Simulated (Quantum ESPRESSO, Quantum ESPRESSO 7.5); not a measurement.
**Work function and surface energy of Ti(0001) against thickness**

How thick must a slab of Ti(0001) be?

Program: Quantum ESPRESSO 7.5. Level of theory: plane-wave DFT, PBE, GBRV ultrasoft pseudopotentials. Results are calculated unless marked as measured.

The experiments to compare with:

For Ti (polycrystalline sample, no single face), “Anisotropic work function of elemental crystals” (2019, arxiv:1902.07811) quotes earlier work: work function, loosely compared (polycrystalline sample, no single face) 4.33 eV.

Report form: the programs' logs are mostly left out.

### 1. The starting structure

The cell holds 8 atoms: 8 Ti. Its edges and angles: a = 2.950 Å, b = 2.950 Å, c = 31.396 Å, α = 90.0°, β = 90.0°, γ = 60.0°. It derives from Ti. Vacuum lies along c.

Structure file:

```cif
data_structure
_symmetry_space_group_name_H-M 'P 1'
_symmetry_Int_Tables_number 1
_cell_length_a 2.9500
_cell_length_b 2.9500
_cell_length_c 31.3961
_cell_angle_alpha 90.000
_cell_angle_beta 90.000
_cell_angle_gamma 60.000
_cell_volume 236.62
loop_
_atom_site_label
_atom_site_type_symbol
_atom_site_fract_x
_atom_site_fract_y
_atom_site_fract_z
_atom_site_occupancy
Ti1 Ti 0.66667 0.66667 0.23888 1
Ti2 Ti 0.00000 0.00000 0.31349 1
Ti3 Ti 0.66667 0.66667 0.38809 1
Ti4 Ti 0.00000 0.00000 0.46270 1
Ti5 Ti 0.66667 0.66667 0.53730 1
Ti6 Ti 0.00000 0.00000 0.61191 1
Ti7 Ti 0.66667 0.66667 0.68651 1
Ti8 Ti 0.00000 0.00000 0.76112 1
```

### 2. The script

ASE writes the inputs, starts pw.x and reads the results. Under ESM bc1 the zero of energy of a symmetric slab is the vacuum, so the work function is minus the Fermi level.

run.py reads:

```python
import json
import numpy as np
from ase.build import hcp0001
from ase.calculators.espresso import Espresso, EspressoProfile

profile = EspressoProfile(command='mpirun -n 4 pw.x -nk 4', pseudo_dir='../pseudo')
pseudopotentials = {'Ti': 'ti_pbe_v1.4.uspp.F.UPF'}
system = {'ecutwfc': 40, 'ecutrho': 200, 'occupations': 'smearing', 'smearing': 'mv', 'degauss': 0.02}


def calculator(name, kpts, **extra):
    data = dict(control=dict(tprnfor=True, verbosity='high', disk_io='none'),
                system=system | extra,
                electrons=dict(conv_thr=1e-07, mixing_beta=0.4, mixing_mode='local-TF',
                               electron_maxstep=100))
    return Espresso(profile=profile, directory=name, pseudopotentials=pseudopotentials, kpts=kpts, input_data=data)


def centre(atoms):
    z = atoms.positions[:, 2]
    atoms.positions[:, 2] -= (z.max() + z.min()) / 2  # ESM wants the slab about z = 0
    return atoms


rows = []
for n in [2, 4, 6, 8]:
    slab = centre(hcp0001('Ti', size=(1, 1, n), a=2.95, c=4.6846, vacuum=7.5, periodic=True))
    slab.set_initial_magnetic_moments([0.0] * n)
    slab.calc = calculator(f'n{n}', (12, 12, 1), assume_isolated='esm', esm_bc='bc1')
    energy = slab.get_potential_energy()
    work = -slab.calc.get_fermi_level()
    force = slab.get_forces()[-1, 2]
    rows.append([n, energy, work, force])
    print(f'{n} layers: E = {energy:.5f} eV, work function {work:.3f} eV, force on the top atom {force:+.3f} eV/A')

n, energy = np.array(rows)[:, :2].T
slope, offset = np.polyfit(n[1:], energy[1:], 1)
area = np.linalg.norm(np.cross(*slab.cell[:2]))
gamma = offset / (2 * area) * 16.0218
print(f'bulk energy from the slope {slope:.5f} eV an atom; unrelaxed surface energy {gamma:.3f} J/m^2')
json.dump(dict(rows=rows, slope=slope, gamma=gamma), open('result.json', 'w'))
```

Run with:

```bash
$ OMP_NUM_THREADS=1 python run.py
```

Run time: 5.6 min. Hardware: 4 MPI ranks of Arm Neoverse V2, shared host; peak memory 0.84 GiB; 22 min of CPU time.

This step gave:

```
surface energy                     : 2.086 J/m²
work function of the thickest slab : 4.429 eV
```

Work function against layers:

| layers | work function (eV) |
| --- | --- |
| 2.00 | 4.46 |
| 4.00 | 4.43 |
| 6.00 | 4.43 |
| 8.00 | 4.43 |

Table of force on the top atom along the normal by layers:

```
layers  force on the top atom along the normal (eV/Å)
  2.00                                          -1.04
  4.00                                         -0.589
  6.00                                         -0.585
  8.00                                         -0.591
```

Energy less the bulk line's slope against layers:

| layers | energy less the bulk line's slope (meV) |
| --- | --- |
| 2.00 | 1917 |
| 4.00 | 1963 |
| 6.00 | 1962 |
| 8.00 | 1963 |

### 3. Running the series: RPBE, GBRV ultrasoft

Level of this step: plane-wave DFT, RPBE, GBRV ultrasoft pseudopotentials made under PBE (Quantum ESPRESSO 7.5). input_dft overrides the functional of the files.

run.py, as its differences from the input of step 2:

```diff
@@ -7,3 +7,3 @@
 pseudopotentials = {'Ti': 'ti_pbe_v1.4.uspp.F.UPF'}
-system = {'ecutwfc': 40, 'ecutrho': 200, 'occupations': 'smearing', 'smearing': 'mv', 'degauss': 0.02}
+system = {'ecutwfc': 40, 'ecutrho': 200, 'input_dft': 'rpbe', 'occupations': 'smearing', 'smearing': 'mv', 'degauss': 0.02}
```

Run with:

```bash
$ OMP_NUM_THREADS=1 python run.py
```

Run time: 5 min. Hardware: 4 MPI ranks; peak memory 0.84 GiB; 20 min of CPU time.

This step gave:

| Quantity | Value |
| --- | --- |
| surface energy | 1.938 J/m² |
| work function of the thickest slab | 4.327 eV |

Table of work function by layers:

```csv
layers,work function (eV)
2.00,4.36
4.00,4.33
6.00,4.33
8.00,4.33
```

The force on the top atom along the normal by layers:

```
layers  force on the top atom along the normal (eV/Å)
  2.00                                         -0.883
  4.00                                         -0.449
  6.00                                         -0.432
  8.00                                         -0.436
```

The energy less the bulk line's slope by layers:

```csv
layers,energy less the bulk line's slope (meV)
2.00,1777
4.00,1823
6.00,1822
8.00,1823
```

### 4. Worked from the printed numbers

γ = (E_N − N e_bulk)/(2A). The excess of the thickest slab is 1.963 eV and A = 7.537 Å²: 1.963/(2 × 7.537) × 16.02 = 2.09 J/m² (1 eV/Å² = 16.02 J/m²); the fit's intercept gives 2.09.

### 5. Summary of results

| Property | Result |
| --- | --- |
| work function of the thickest slab, PBE, GBRV ultrasoft | 4.43 eV |
| unrelaxed surface energy, PBE, GBRV ultrasoft | 2.09 J/m² |
| work function of the thickest slab, RPBE, GBRV ultrasoft (made under PBE) | 4.33 eV |
| unrelaxed surface energy, RPBE, GBRV ultrasoft (made under PBE) | 1.94 J/m² |

What this shows: The thickest slab gives a work function of 4.43 eV and the series an unrelaxed surface energy of 2.09 J/m² (PBE, GBRV ultrasoft). The work function swings by 0.03 eV over 2 to 8 layers and by 0.00 eV over the last step; confined states crossing the Fermi level and the finite mesh both contribute. From 2 layers on it stays within 0.1 eV. The force on the top atom of the thickest slab points inwards (0.59 eV/Å). Experiment, extrapolated from the liquid and averaged over faces, gives a surface energy of 1.99 J/m² (arxiv:0801.1077, 2008); the value here lies within 10 % of it. The slabs are cut from the bulk at the tabulated lattice constant and not relaxed; the surface energy comes from a straight line through the energies of all but the thinnest slab.

Computed beside measured:

| quantity | measured | PBE, GBRV | RPBE, GBRV (made under PBE) |
| --- | --- | --- | --- |
| work function, loosely compared (polycrystalline sample, no single face) (eV) | 4.33 | 4.43 (+0.10 eV) | 4.33 (-0.00 eV) |

Measured values from arxiv:1902.07811 (2019).

Verdict: A polycrystal averages over faces, so this is a loose comparison.

[Logs are printed without paths, hosts, clocks, repeated set-up lines and the standing remarks that a program may print on its own settings, such as how far it seeks lower states.]

[Hosts, paths, dates, database ids (printed as entryN), source tags and the programs' standing remarks are cut or masked in the printed files.]

[Maps of the electrostatic potential energy from Ansatz leave out the sawtooth potential of an applied field or a dipole correction, so their vacuum need not be flat; planar profiles and work functions include it.]
